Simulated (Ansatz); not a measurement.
# How fast states decay through SrLiCO3F, part 3 of 3

A new crystal, SrLiCO3F: structure, gap and complex bands. It is built by putting Li for K in the KSrCO3F structure of space group P-6m2, with the volume rescaled by atomic radii. The parent structure comes from the Materials Project.

Ansatz 0.2.0; PBEsol DFT, plane waves, PAW files (the session's first sound run).

So far, gap on the k-mesh (eV): step 3 (band edges) 3.54; step 4 (complex bands, plane (110), k-mesh 6×10×10) 3.54.

The structure was built from a prototype and need not be the compound's stable phase.

### 5. Decay over the two-dimensional zone (continued)

Level of this step: PBEsol DFT, plane waves, PAW files; complex bands by layer matching along the plane's normal (Ansatz).

Slowest decay constant (1/Å; 0 where a channel is open) over k1 and k2. At 1.7700 eV from the Fermi level.

Ten even steps from '_' (0.432) to '@' (0.498):
```
%%%%##**++**##%%
####++--::--++##
**++==::__::==++
++++--..__..--++
**++==::__::==++
####++--::--++##
%%%%##**++**##%%
@@@@%%######%%@@
```
Columns: k1 (b1) from -0.5 to 0.375; rows upwards: k2 (b2) from -0.5 to 0.375.

The least value on the mesh is 0.432 Å⁻¹ at +1.77 eV. At that energy the listed points give about 0.432 Å⁻¹ by interpolation, so the mesh holds no clearly slower state.

### 6. A repeat with changed settings: output.transmission.temperature = 400.0

This step: PBEsol DFT, plane waves, PAW files; complex bands by layer matching along the plane's normal; changed: output.transmission.temperature = 400.0 (Ansatz 0.2.0).

This run repeats an earlier one, its twin (the complex run, plane (110)), with one setting changed (output.transmission.temperature; files written aside). It is meant to test how the leads' temperature enters. Where the input is shown as a difference, that is against the step before, not the twin.

The input, input.yaml:

```yaml
crystal:
  lattice:
    - [4.546194939, 0.0, 0.0]
    - [0.0, 8.918185778, 0.0]
    - [0.0, 4.459092889, 2.57445848]
  atoms:
    - { symbol: Li, position: [0.0, 0.6666666667, 0.0] }
    - { symbol: Sr, position: [0.5, 0.3333333333, 0.0] }
    - { symbol: C, position: [0.5, 0.0, 0.0] }
    - { symbol: O, position: [0.5, 0.2905220793, 0.5642168811] }
    - { symbol: O, position: [0.5, 0.8547389604, 0.0] }
    - { symbol: O, position: [0.5, 0.8547389604, 0.4357831189] }
    - { symbol: F, position: [0.0, 0.3333333333, 0.0] }
kpoints:
  mp_grid: { grid: [6, 10, 10] }
scf:
  occupations: { method: fixed }
hamiltonian:
  xc: pbesol
output:
  eigenvalues: true
  transmission:
    leads: [[0, 0]]
    kpoints: [[0.0, 0.0], [-0.5, 0.0]]
    e_range: [-1.0, 4.54]
    de: 0.11
    temperature: 400.0
```

Command:

```bash
> ansatz run input.yaml --threads 2 --pin off --max-ram 4096MiB --backend cpu --events-out ev --progress --plain --runs-dir out
```

Numbers of over 12 decimals in the logs are rounded to 6 here.

What it wrote:

```text
[...]
Crystal: 7 atoms, lattice volume = 104.378 Å³
Basis set: ecut = 420 eV, 2049 PW (Γ)
Bands: 28, of which v1, the nominal top of the filled ones, is band 21 counted from 1 (20 counted from 0)
Symmetry: 12 space group operations
[...]
k-points: 56 of 600 (time reversal used)
[...]
SCF iter   1: F=—  HF=-6430.471901 eV  |F-HF|=—  |Δ(HF+E_count)|=         —  Δρ=9.84e-3  dr2=7.38e-2  ethr=1.77e-3  ⟨swp⟩=5.1  Hψ=7224  notcnv=0  defer=195
[...]
SCF iter   8: F=-6430.452367 eV  HF=-6430.452367 eV  |F-HF|=1.35e-8  |Δ(HF+E_count)|=   3.68e-7  Δρ=2.36e-6  dr2=5.91e-9  ethr=2.38e-10  ⟨swp⟩=12.0  Hψ=7524  notcnv=0
SCF 1 converged in 8 iterations: F = -6430.452367 eV  dr2 = 5.91e-9
[...]
transmission: 5 of 10 steps passed
transmission: 10 of 10 steps passed
SCF converged after 8 iterations
Free energy (F): -6430.452367 eV
[...]
Internal energy: -6430.452367 eV  (E = F + TS)
E sigma→0 (E₀):  -6430.452367 eV
Fermi energy:    2.954720 eV
[...]
--- Band table (eV; the first three rows and the last of 56) ---
  k-point 0: bands = [... 17 lower, 1.5958, 1.7404, 1.7404, 2.9515, 6.4904, 8.0681, 10.2016, 10.2016, ... 3 higher]
  k-point 1: bands = [... 17 lower, 1.4952, 1.5845, 1.6658, 2.7798, 6.7739, 8.2212, 9.9624, 10.3817, ... 3 higher]
  k-point 2: bands = [... 17 lower, 1.2872, 1.4657, 1.5811, 2.4596, 7.4876, 8.5739, 9.4811, 10.2060, ... 3 higher]
  k-point 55: bands = [... 17 lower, 1.2780, 1.5068, 1.5770, 2.5617, 7.8519, 9.4342, 10.0907, 10.3493, ... 3 higher]
--- Transmission ---
  basis      : 355 plane waves across, 5 finite elements along
  points     : 2, as listed
[...]
channels       : 0.000000e0 a spin
[...]
slowest decay  : 0.4323 /Å at (0.0000, 0.0000)
```

Wall time 90 s (2 threads of Arm Neoverse V2, shared host); peak memory 1 GiB; 2.6 min of CPU time.

K parallel (0, 0); values up to 1.5 1/Å, a degenerate pair printed once or twice; energies at which all values exceed this have no row. Table of Im kz of the slowest decaying states by energy, zero at the highest filled level on the SCF mesh:

```tsv
energy (eV)	decay 1 (Å⁻¹)	decay 2 (Å⁻¹)	decay 3 (Å⁻¹)	decay 4 (Å⁻¹)
-1.0000	0.179	0.299	0.338	0.393
-0.7800	0.187	0.246	0.347	0.472
-0.4500	0.248	0.312	0.402	0.553
-0.2300	0.341	0.344	0.433	0.594
-0.0100	0.369	0.388	0.460	0.631
0.2100	0.238	0.391	0.418	0.483
0.5400	0.344	0.416	0.448	0.511
0.7600	0.383	0.431	0.463	0.526
0.9800	0.409	0.444	0.475	0.538
1.2000	0.424	0.458	0.485	0.548
1.5300	0.433	0.476	0.496	0.560
1.7500	0.432	0.486	0.502	0.566
1.9700	0.426	0.494	0.506	0.570
2.3000	0.407	0.502	0.509	0.574
2.5200	0.385	0.505	0.510	0.574
2.7400	0.354	0.507	0.508	0.572
2.9600	0.312	0.505	0.508	0.569
3.2900	0.214	0.494	0.507	0.561
3.5100	0.0707	0.483	0.505	0.554
3.7300	0.467	0.502	0.545	0.604
3.9500	0.444	0.498	0.534	0.583
4.2800	0.395	0.490	0.513	0.513
4.5000	0.350	0.441	0.483	0.495
```

K parallel (-0.5, 0); values up to 1.5 1/Å, a degenerate pair printed once or twice; energies at which all values exceed this have no row. Im kz of the slowest decaying states against energy, zero at the highest filled level on the SCF mesh:

```tsv
energy (eV)	decay 1 (Å⁻¹)	decay 2 (Å⁻¹)	decay 3 (Å⁻¹)	decay 4 (Å⁻¹)
-1.0000	0.183	0.298	0.345	0.409
-0.7800	0.201	0.253	0.347	0.486
-0.4500	0.244	0.321	0.403	0.531
-0.2300	0.341	0.354	0.434	0.551
-0.0100	0.382	0.390	0.461	0.566
0.2100	0.238	0.406	0.421	0.485
0.5400	0.347	0.437	0.453	0.514
0.7600	0.388	0.455	0.468	0.530
0.9800	0.417	0.471	0.481	0.543
1.2000	0.438	0.486	0.492	0.554
1.5300	0.460	0.505	0.505	0.568
1.7500	0.470	0.512	0.515	0.567
1.9700	0.479	0.518	0.524	0.555
2.3000	0.487	0.525	0.532	0.533
2.5200	0.491	0.513	0.528	0.538
2.7400	0.490	0.494	0.530	0.541
2.9600	0.463	0.495	0.532	0.543
3.2900	0.412	0.495	0.533	0.543
3.5100	0.369	0.493	0.532	0.542
3.7300	0.314	0.491	0.531	0.540
3.9500	0.240	0.487	0.529	0.536
4.2800	0.478	0.521	0.525	0.529
4.5000	0.471	0.483	0.521	0.523
```

The temperature enters the conductance and not T(E) itself. No conductance was computed here for it to change.

### 7. What came out

```
band gap                                         : 3.54 eV
least decay constant at mid-gap, normal to (110) : 0.432 Å⁻¹
least decay constant on a mesh, normal to (110)  : 0.432 Å⁻¹
```

With PBEsol, the slowest decay at the wavevectors tried is κ = 0.432 Å⁻¹, normal to (110). Through such a film the transmission near mid-gap falls as exp(−2κd), a factor of ten every 2.7 Å. A free electron under a barrier of half the gap would need a mass of 0.40 mₑ to decay at this rate. The compound is made up by substitution; its stability against other phases and against distortions of the cell's symmetry was not tested. A semilocal functional narrows gaps, so real decay constants are likely larger.

[Logs are printed without paths, hosts, clocks, repeated set-up lines and the standing remarks that a program may print on its own settings, such as how far it seeks lower states.]

[Hosts, paths, dates, database ids (printed as entryN), source tags and the programs' standing remarks are cut or masked in the printed files.]
